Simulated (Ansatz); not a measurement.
## What NaGeCl3 (model cell, started as cubic perovskite with Ge in the octahedra) distorts into

Which phase does NaGeCl3 (model cell, started as cubic perovskite with Ge in the octahedra) fall into along its unstable mode, and how much energy does it gain?

Program: Ansatz 0.2.0. Level of theory: DFT PBEsol, scalar-relativistic, plane waves, PAW; PAW set soft_1. Results are calculated unless marked as measured.

Most raw output is cut from this account.

The structure was built from a prototype and need not be the compound's stable phase.

### Step 1. Starting point

The structure is cubic, space group Pm-3m (No. 221). Conventional cell: a = 5.127 Å, b = 5.127 Å, c = 5.127 Å, α = 90.00°, β = 90.00°, γ = 90.00°. Nearest to Na lie 12 Cl at 3.63 Å. Nearest to Ge lie 6 Cl at 2.56 Å. Cl has 2 Ge at 2.56 Å nearest. Farther neighbours and most contacts between anions are not listed.

Structure file:

```cif
data_structure
_symmetry_space_group_name_H-M 'Pm-3m'
_symmetry_Int_Tables_number 221
_cell_length_a 5.1274
_cell_length_b 5.1274
_cell_length_c 5.1274
_cell_angle_alpha 90.000
_cell_angle_beta 90.000
_cell_angle_gamma 90.000
_cell_volume 134.80
loop_
_atom_site_label
_atom_site_type_symbol
_atom_site_symmetry_multiplicity
_atom_site_Wyckoff_symbol
_atom_site_fract_x
_atom_site_fract_y
_atom_site_fract_z
_atom_site_occupancy
Na1 Na 1 a 0.00000 0.00000 0.00000 1
Ge1 Ge 1 b 0.50000 0.50000 0.50000 1
Cl1 Cl 3 c 0.50000 0.50000 0.00000 1
```

### Step 2. Response at finite wavevector

The cell comes from relaxations at this level that are not shown. Stability and thermal properties need the whole zone. Linear response on a 2×2×2 q mesh gives force constants as far as a supercell of that size would, and the tensors from the zone-centre run are typed in so that the long-range dipole term is interpolated apart.

File input.yaml:

```yaml
crystal:
  lattice:
    - [5.1274103071, 0.0, 0.0]
    - [0.0, 5.1274103071, 0.0]
    - [0.0, 0.0, 5.1274103071]
  atoms:
    - { symbol: Na, position: [0.0, 0.0, 0.0] }
    - { symbol: Ge, position: [0.5, 0.5, 0.5] }
    - { symbol: Cl, position: [0.5, 0.5, 0.0] }
    - { symbol: Cl, position: [0.5, 0.0, 0.5] }
    - { symbol: Cl, position: [0.0, 0.5, 0.5] }
kpoints:
  mp_grid: { grid: [12, 12, 12] }
hamiltonian:
  xc: pbesol
  pseudopotentials: { kind: paw, azcp: { folder: soft_1 }, xc_functional: pbe }
scf:
  occupations: { method: fixed }
output:
  eigenvalues: true
phonons:
  method: dfpt
  qmesh: [2, 2, 2]
  temperatures: { t_max: 1000, t_step: 50 }
  qpath:
    path:
      - [[0.0, 0.0, 0.0], [0.0, 0.5, 0.0], [0.5, 0.5, 0.0], [0.0, 0.0, 0.0], [0.5, 0.5, 0.5], [0.0, 0.5, 0.0]]
      - [[0.5, 0.5, 0.5], [0.5, 0.5, 0.0]]
    npoints: 10
  non_analytic_term:
    high_frequency_dielectric_tensor: [[7.5307, 0.0, 0.0], [0.0, 7.5307, 0.0], [0.0, 0.0, 7.5307]]
    born_effective_charges:
      - { species: Na, tensor: [[1.3094, 0.0, 0.0], [0.0, 1.3094, 0.0], [0.0, 0.0, 1.3094]] }
      - { species: Ge, tensor: [[5.0496, 0.0, 0.0], [0.0, 5.0496, 0.0], [0.0, 0.0, 5.0496]] }
      - { species: Cl, tensor: [[-0.545, 0.0, 0.0], [0.0, -0.545, 0.0], [0.0, 0.0, -5.269]] }
      - { species: Cl, tensor: [[-0.545, 0.0, 0.0], [0.0, -5.269, 0.0], [0.0, 0.0, -0.545]] }
      - { species: Cl, tensor: [[-5.269, 0.0, 0.0], [0.0, -0.545, 0.0], [0.0, 0.0, -0.545]] }
    source: "zone-centre run at this cell"
```

Run with:

```console
> ansatz run input.yaml --threads 8 --pin off --max-ram 16384MiB --backend cpu --events-out ev --progress --plain --runs-dir out
```

Wall time 5 min (8 threads of Arm Neoverse V1, shared host); peak memory 3 GiB.

This step gave:

```yaml
gap_on_the_k_mesh: 0.3477 eV
volume_per_atom: 26.96 Å³
sum_rule_residual_before_enforcement: 5.85e-5 eV/Å²
lowest_frequency_on_the_path: -89.48 cm⁻¹
point_group: m-3m
highest_frequency_on_the_path_or_at_a_solved_wavevector: 269 cm⁻¹
highest_optical_mode_at_the_zone_centre_no_lo_to_term: 103.3 cm⁻¹
lowest_optical_zone_centre_mode: -89.48 cm⁻¹
lowest_mode_on_the_q_mesh_acoustic_modes_at_gamma_apart: -89.48 cm⁻¹
```

Frequencies (cm⁻¹) solved at each irreducible wavevector; negative means imaginary. Frequencies by wavevector, by row:

| q in reciprocal lattice units | star | mode 1 | mode 2 | mode 3 | mode 4 | mode 13 | mode 14 | mode 15 |
| --- | --- | --- | --- | --- | --- | --- | --- | --- |
| 0 0 0 | 1 | -89.5 | -89.5 | -89.5 | 0 | 103.3 | 103.3 | 103.3 |
| 0 0 -0.5 | 3 | -82.2 | -82.2 | -20.4 | -20.4 | 88.1 | 185.2 | 256.6 |
| 0 -0.5 -0.5 | 3 | -79.4 | -79.4 | -74.2 | -71 | 186.1 | 231.5 | 262.1 |
| -0.5 -0.5 -0.5 | 1 | -83.5 | -83.5 | -83.5 | -74.2 | 231.1 | 231.1 | 269 |

Interpolated from a 2×2×2 q mesh, with the LO-TO term (at Γ the limit along the path; where Γ stands inside the path, tables give the limit on arrival). Phonon branches along the path, in cm⁻¹:

| point | branch 1 | branch 2 | branch 3 | branch 4 | branch 12 | branch 13 | branch 14 | branch 15 |
| --- | --- | --- | --- | --- | --- | --- | --- | --- |
| Γ | -90 | -90 | -84 | 0 | 102 | 103 | 103 | 243 |
| halfway | -86 | -86 | -47 | 2 | 98 | 98 | 145 | 250 |
| X | -82 | -82 | -20 | -20 | 88 | 88 | 185 | 257 |
| halfway | -82 | -77 | -54 | -50 | 142 | 176 | 185 | 257 |
| M | -79 | -79 | -74 | -71 | 186 | 186 | 232 | 262 |
| halfway | -82 | -78 | -61 | -34 | 126 | 144 | 166 | 242 |
| Γ | -90 | -90 | -84 | 0 | 102 | 103 | 103 | 243 |
| halfway | -79 | -79 | -66 | -43 | 145 | 167 | 167 | 237 |
| R | -84 | -84 | -84 | -74 | 177 | 231 | 231 | 269 |
| halfway | -80 | -79 | -68 | -56 | 168 | 183 | 184 | 257 |
| X | -82 | -82 | -20 | -20 | 88 | 88 | 185 | 257 |
| jump to R | -84 | -84 | -84 | -74 | 177 | 231 | 231 | 269 |
| halfway | -81 | -81 | -78 | -74 | 182 | 182 | 231 | 263 |
| M | -79 | -79 | -74 | -71 | 186 | 186 | 232 | 262 |

Symmetry leaves 4 wavevectors to solve. The lowest mode among them, the acoustic zeros apart, lies at Γ and is imaginary, 89.5i cm⁻¹, so the energy falls along it.

### Step 3. The mode frozen in, largest atomic shift 0 Å

The mode followed lies at Γ with frequency 89.5i cm⁻¹ and is 3-fold degenerate, the softest among the wavevectors solved. At small amplitude the distorted cell has space group no. 38 by a symmetry search on the positions. The undistorted cell that holds it gives the zero of energy on the same k mesh.

input.yaml, the sections that differ from step 2:

```yaml
scf:
  occupations: { method: gaussian, width: 0.02 }
output:
  forces: true
  stress: true
  eigenvalues: true
# crystal, kpoints, hamiltonian: as in step 2
# phonons: removed
```

The job ended after 2.9 s (8 threads; peak memory 0.67 GiB).

Numbers from this step:

- pressure: -2.60e-5 GPa
- energy from the undistorted cell: 0 meV/atom

At this level the gap is 0.35 eV on the k-mesh of the self-consistent run, which can miss the band edges.

### Step 4. The mode frozen in, largest atomic shift 0.6 Å

The atoms are moved along the unstable eigenvector, the largest shift by 0.6 Å, with the cell fixed.

input.yaml, the sections that differ from step 3:

```yaml
crystal:
  lattice:
    - [5.1274103071, 0.0, 0.0]
    - [0.0, 5.1274103071, 0.0]
    - [0.0, 0.0, 5.1274103071]
  atoms:
    - { symbol: Na, position: [0.0, -0.082744318, -0.082744318] }
    - { symbol: Ge, position: [0.5, 0.5009326492, 0.5009326492] }
    - { symbol: Cl, position: [0.5, 0.5219313366, 0.0078872412] }
    - { symbol: Cl, position: [0.5, 0.0078872412, 0.5219313366] }
    - { symbol: Cl, position: [0.0, 0.5219313366, 0.5219313366] }
# kpoints, hamiltonian, scf, output: as in step 3
```

The job ended after 17 s (8 threads; peak memory 1.1 GiB).

Numbers from this step:

| Quantity | Value |
| --- | --- |
| pressure | 0.3918 GPa |
| gap on the k-mesh | 0.5656 eV |
| energy from the undistorted cell | -22.60 meV/atom |

The energy, extrapolated to zero smearing, is -22.60 meV/atom against the undistorted cell.

The run ends at a pressure of 0.39 GPa, with forces up to 0.19 eV/Å.

### Step 5. Energy along the mode, all amplitudes (two of the runs are shown above)

An imaginary frequency means negative curvature, so the energy should fall and then rise again as anharmonic terms take over.

This step gave:

```yaml
depth_at_the_lowest_point_sampled: 22.60 meV/atom
largest_atomic_shift_at_that_point: 0.6 Å
```

Energy from the parent against largest atomic shift:

```
largest atomic shift (Å)  energy from the parent (meV/atom)
                   0.000                                  0
                   0.040                             -0.133
                   0.080                             -0.531
                   0.140                              -1.61
                   0.220                              -3.92
                   0.320                              -8.01
                   0.450                              -14.7
                   0.600                              -22.6
```

Displacement at unit largest shift by atom:

| atom | x (Å) | y (Å) | z (Å) | size |
| --- | --- | --- | --- | --- |
| Na1 | 0.000 | -0.707 | -0.707 | 1.000 |
| Ge2 | 0.000 | 0.008 | 0.008 | 0.011 |
| Cl3 | 0.000 | 0.187 | 0.067 | 0.199 |
| Cl4 | 0.000 | 0.067 | 0.187 | 0.199 |
| Cl5 | 0.000 | 0.187 | 0.187 | 0.264 |

The lowest of the steps tried is the last one, at 0.6 Å, 22.6 meV/atom below the parent; the bottom of the well need not coincide with a step.

### Step 6. Relaxing from the distorted cell

Starting from the lowest point found, all atoms and the cell are let go, so that strain and other modes of the same symmetry can join in.

input.yaml, as its differences from that of step 4:

```diff
@@ -17,3 +17,3 @@
 scf:
-  occupations: { method: gaussian, width: 0.02 }
+  occupations: { method: fixed }
 output:
@@ -22 +22,6 @@
   eigenvalues: true
+relax:
+  adjacent_minimum: "off"
+  f_tol: 0.002
+  max_steps: 120
+  cell: { stress_tol: 0.03 }
```

Elapsed: 5.1 min, on 8 threads; peak memory 1.3 GiB.

Relaxation path:

```csv
step,energy less that of the first step (eV),largest force component (eV/Å),pressure (GPa),volume (Å³)
1,0.0000,0.1342,0.39,134.80
2,-0.0327,0.1248,-0.15,137.78
3,-0.0732,0.1024,0.11,138.39
4,-0.0923,0.2078,-0.04,140.27
5,-0.1040,0.3356,1.30,142.00
6,-0.1405,0.1540,-0.08,143.12
7,-0.1696,0.0743,-0.14,147.73
8,-0.1744,0.0226,-0.05,149.83
9,-0.1751,0.0124,0.07,149.00
10,-0.1752,0.0040,0.00,149.23
11,-0.1752,0.0007,0.00,149.31
12*,-0.1804,0.0028,0.05,149.31
13,-0.1811,0.0045,0.03,150.47
14,-0.1810,0.0317,-0.07,151.05
15,-0.1812,0.0017,0.00,150.73
16,-0.1812,0.0012,0.00,150.89
17*,-0.1813,0.0012,0.00,150.89
```

Relaxation steps marked * repeat the geometry before them on a plane-wave basis chosen anew for their cell, so energy and pressure can jump there. Relaxation step 14 was tried and not accepted.

Forces are held to the 4 operations that the run works with; a distortion that breaks them can't arise in this run.

| cell as run | before | after | change |
| --- | --- | --- | --- |
| a (Å) | 5.127 | 5.151 | +0.5 % |
| b (Å) | 5.127 | 5.489 | +7.0 % |
| c (Å) | 5.127 | 5.489 | +7.0 % |
| α (°) | 90.00 | 76.48 | -15.0 % |
| volume (Å³/atom) | 26.96 | 30.18 | +11.9 % |

The atoms that moved most (Å, as changes of fractional coordinates times the final cell):

```
atom     dx      dy      dz  length
 Na1  0.000  -0.510  -0.510   0.721
 Cl4  0.000   0.285   0.288   0.405
 Cl3  0.000   0.288   0.285   0.405
 Ge2  0.000  -0.032  -0.032   0.045
 Cl5  0.000  -0.031  -0.031   0.044
```

Numbers from this step:

* pressure: -9.03e-5 GPa
* gap on the k-mesh: 1.390 eV
* volume per atom: 30.18 Å³

The distorted start has space group Amm2; the relaxation ends in Amm2.

### Step 7. The new phase in its own primitive cell

The relaxed structure is symmetrised, reduced to its primitive cell and relaxed tightly, as its phonons need.

input.yaml, the sections that differ from step 6:

```yaml
crystal:
  lattice:
    - [5.1513898662, 0.0, 0.0]
    - [0.0, 3.3973550856, 4.3109124469]
    - [0.0, -3.3973550856, 4.3109124469]
  atoms:
    - { symbol: Na, position: [0.0, 0.8335923046, 0.8335923046] }
    - { symbol: Ge, position: [0.5, 0.4957141056, 0.4957141056] }
    - { symbol: Cl, position: [0.5, 0.569207864, 0.0546380263] }
    - { symbol: Cl, position: [0.5, 0.0546380263, 0.569207864] }
    - { symbol: Cl, position: [0.0, 0.5167859452, 0.5167859452] }
kpoints:
  mp_grid: { grid: [8, 8, 8] }
relax:
  adjacent_minimum: "off"
  f_tol: 0.001
  max_steps: 60
  cell: { stress_tol: 0.01 }
# hamiltonian, scf, output: as in step 6
```

Elapsed: 22 s, on 8 threads; peak memory 0.8 GiB; 2.8 min of CPU time.

Little changed from the start: no atom moved by 0.005 Å and no cell edge by 0.1 %.

Numbers from this step:

```
pressure           : 6.64e-4 GPa
direct gap on mesh : 1.390 eV
```

The largest force component left is 0.85 meV/Å and the pressure is 0.001 GPa, within the tolerances set. The cell now holds 30.18 Å³/atom.

### Step 8. Modes of the new phase, k-mesh 8×8×8

A relaxed structure may still be a saddle point, so its zone-centre modes are computed. The response to a homogeneous field gives the Born charges and the dielectric tensor.

input.yaml, the sections that differ from step 7:

```yaml
crystal:
  lattice:
    - [5.1516924335, 0.0, 0.0]
    - [0.0, 3.3976008629, 4.3111189193]
    - [0.0, -3.3976008629, 4.3111189193]
  atoms:
    - { symbol: Na, position: [0.0, 0.8335455851, 0.8335455851] }
    - { symbol: Ge, position: [0.5, 0.4957706383, 0.4957706383] }
    - { symbol: Cl, position: [0.5, 0.569130437, 0.0547416565] }
    - { symbol: Cl, position: [0.5, 0.0547416565, 0.569130437] }
    - { symbol: Cl, position: [0.0, 0.5167499289, 0.5167499289] }
output:
  eigenvalues: true
phonons:
  method: dfpt
  dielectric: true
  rigid_motions: translations
# kpoints, hamiltonian, scf: as in step 7
# relax: removed
```

Run time: 4.5 min. Hardware: 8 threads; peak memory 4.5 GiB; 34 min of CPU time.

This step gave:

| Item | Value |
| --- | --- |
| sum-rule residual before enforcement | 6.61e-5 eV/Å² |
| miss of the charge sum rule | 0.01410 e |
| estimated error of the dielectric tensor | 0.1477 |
| estimated error of the Born charges | 0.1688 e |
| point group | mm2 |
| highest optical mode at the zone centre (no LO-TO term) | 260.1 cm⁻¹ |
| lowest optical zone-centre mode | -46.15 cm⁻¹ |
| mean high-frequency dielectric constant | 4.181 |
| largest Born charge (third of the trace) | 3.407 e |
| top of the zone-centre spectrum with the field | 307.8 cm⁻¹ |

Without the LO-TO term. Patterns of degenerate modes are one choice out of their space. Modes at Γ, with each element's share of the kinetic energy (negative means imaginary):

| mode | frequency (cm⁻¹) | symmetry | Na % | Ge % | Cl % |
| --- | --- | --- | --- | --- | --- |
| 1 | -46.1 | B1 | 1 | 19 | 80 |
| 2 | -38.9 | B2 | 36 | 1 | 63 |
| 3 | 0.0 | acoustic | 11 | 36 | 53 |
| 4 | 0.0 | acoustic | 11 | 36 | 53 |
| 5 | 0.0 | acoustic | 11 | 36 | 53 |
| 6 | 37.1 | B2 | 31 | 5 | 64 |
| 7 | 56.7 | B1 | 87 | 10 | 3 |
| 8 | 75.7 | A2 | 0 | 0 | 100 |
| 9 | 79.1 | B2 | 20 | 17 | 64 |
| 10 | 84.0 | A1 | 29 | 9 | 62 |
| 11 | 115.9 | B1 | 0 | 35 | 64 |
| 12 | 136.5 | A1 | 7 | 24 | 69 |
| 13 | 163.1 | A1 | 52 | 2 | 46 |
| 14 | 216.7 | B2 | 1 | 42 | 57 |
| 15 | 260.1 | A1 | 0 | 29 | 71 |

Displacements in mode 1 (-46.1 cm⁻¹), the largest set to 1:
```
Na1 -0.15  0.00  0.00
Ge2 -0.35  0.00  0.00
Cl3 -0.10  0.00  0.00
Cl4 -0.10  0.00  0.00
Cl5  1.00  0.00  0.00
```

Displacements in mode 11 (115.9 cm⁻¹), the largest set to 1:
```
Na1  0.15  0.00  0.00
Ge2  0.75  0.00  0.00
Cl3 -1.00  0.00  0.00
Cl4 -1.00  0.00  0.00
Cl5  0.36  0.00  0.00
```

High-frequency dielectric tensor, which the program warns is not settled by the k meshes in reach. Tensor:

```csv
,x,y,z
x,5.447,0,0
y,0,3.485,0
z,0,0,3.61
```

Optical modes at the zone centre, without and with the macroscopic field of the longitudinal modes; each column is sorted by frequency, so a row need not hold one and the same mode. Modes with and without the field, by row:

```csv
rank among optical modes,no field (cm⁻¹),"q along (1, 0, 0) (cm⁻¹)","q along (0, 1, 0) (cm⁻¹)","q along (0, 0, 1) (cm⁻¹)"
1,-46.1,-38.9,-46.1,-46.1
2,-38.9,37.1,-17.2,-38.9
3,37.1,55.4,56.7,37.1
4,56.7,75.7,63.3,56.7
5,75.7,79.1,75.7,75.7
6,79.1,84,84,79.1
7,84,109,95.9,87
8,115.9,136.5,115.9,115.9
9,136.5,163.1,136.5,136.6
10,163.1,216.7,163.1,174.9
11,216.7,260,260.1,216.7
12,260.1,260.1,287,307.8
```

Born charge (rows field, columns displacement) (e), principal values of the symmetric part by kind of site:

```csv
atom,atoms with these values,low,middle,high,mean
Na1,1,1.05,1.27,1.32,1.21
Ge2,1,2.57,2.77,4.88,3.41
Cl3,2,-2.85,-0.59,-0.43,-1.29
Cl5,1,-5.03,-0.60,-0.51,-2.05
```

In full for Cl3:

```
-0.59  0.00  0.00
 0.00 -1.76  1.28
 0.00  1.13 -1.51
```

Transverse modes; imaginary modes are left out. Lines of the infrared spectrum (strongest = 100):

| position (cm⁻¹) | label | relative intensity |
| --- | --- | --- |
| 37 | B2 | 14 |
| 57 | B1 | 7.6 |
| 76 | A2 | 0.0 |
| 79 | B2 | 7.1 |
| 84 | A1 | 3.1 |
| 116 | B1 | 28 |
| 136 | A1 | 0.2 |
| 163 | A1 | 22 |
| 217 | B2 | 100 |
| 260 | A1 | 83 |

Before it was imposed, the acoustic sum rule was missed by 6.6e-5 eV/Å² and the charge sum rule by 0.014 e. Small misses are needed for a sound result but don't prove that mesh and cutoff are converged. The lowest optical mode is imaginary, 46.1i cm⁻¹, so the energy falls along it.

The log warns of the k mesh: “the force constants stand on the 8×8×8 k-mesh, whose period is 10.49 times the interband length at k = (-0.5000, -0.5000, -0.5000), direct gap 1.390 eV, under 14: take them and everything formed from them as unconverged”.

### Step 9. Outcome

| Item | Value |
| --- | --- |
| unstable mode of the parent | q = (0, 0, 0), 90i cm⁻¹ |
| depth at the lowest point sampled | 22.6 meV/atom |
| largest atomic shift at that point | 0.6 Å |
| space group reached (within 0.01 Å) | Amm2 |
| energy gained over the parent (first relaxation, on the mesh of the frozen mode) | 58.9 meV/atom |
| volume per atom, phase reached | 30.2 Å³ |
| gap on the k-mesh, phase reached | 1.39 eV |
| lowest optical zone-centre mode, phase reached | -46.1 cm⁻¹ |
| highest optical mode at the zone centre (no LO-TO term), phase reached | 260 cm⁻¹ |

In words: Along this mode the structure falls into Amm2, 58.9 meV/atom below the parent. At the parent's cell the well is 22.60 meV/atom deep on the steps tried, with its lowest point at a shift of 0.6 Å. That is the last step tried, so the steps alone don't bracket the bottom of the well. Relaxing atoms and cell changes the gain by +36.26 meV/atom against the lowest step (energies at zero smearing). Most of the total comes from this relaxation. The new phase still has an imaginary mode at the zone centre of its cell, so it is a saddle point on the way to a lower structure. Of the 6 patterns followed to their end from this parent, this one ends 29.3 meV/atom above the lowest, Imma. Each path keeps the symmetry of its pattern, so a lower phase may lie along a pattern not tried. With the field response the log warns that the k mesh is coarse for the force constants too, so the frequencies may not be converged. In at least one run the field response is not settled by the k meshes in reach, so its dielectric tensor, Born charges and longitudinal modes are rough. The PAW files were made for PBE and serve the other functionals too. The starting cell was built on a prototype and not taken from a measurement, so the phase need not exist.

[Logs are printed without paths, hosts, clocks, repeated set-up lines and the standing remarks that a program may print on its own settings, such as how far it seeks lower states.]

[Hosts, paths, dates, database ids (printed as entryN), source tags and the programs' standing remarks are cut or masked in the printed files.]
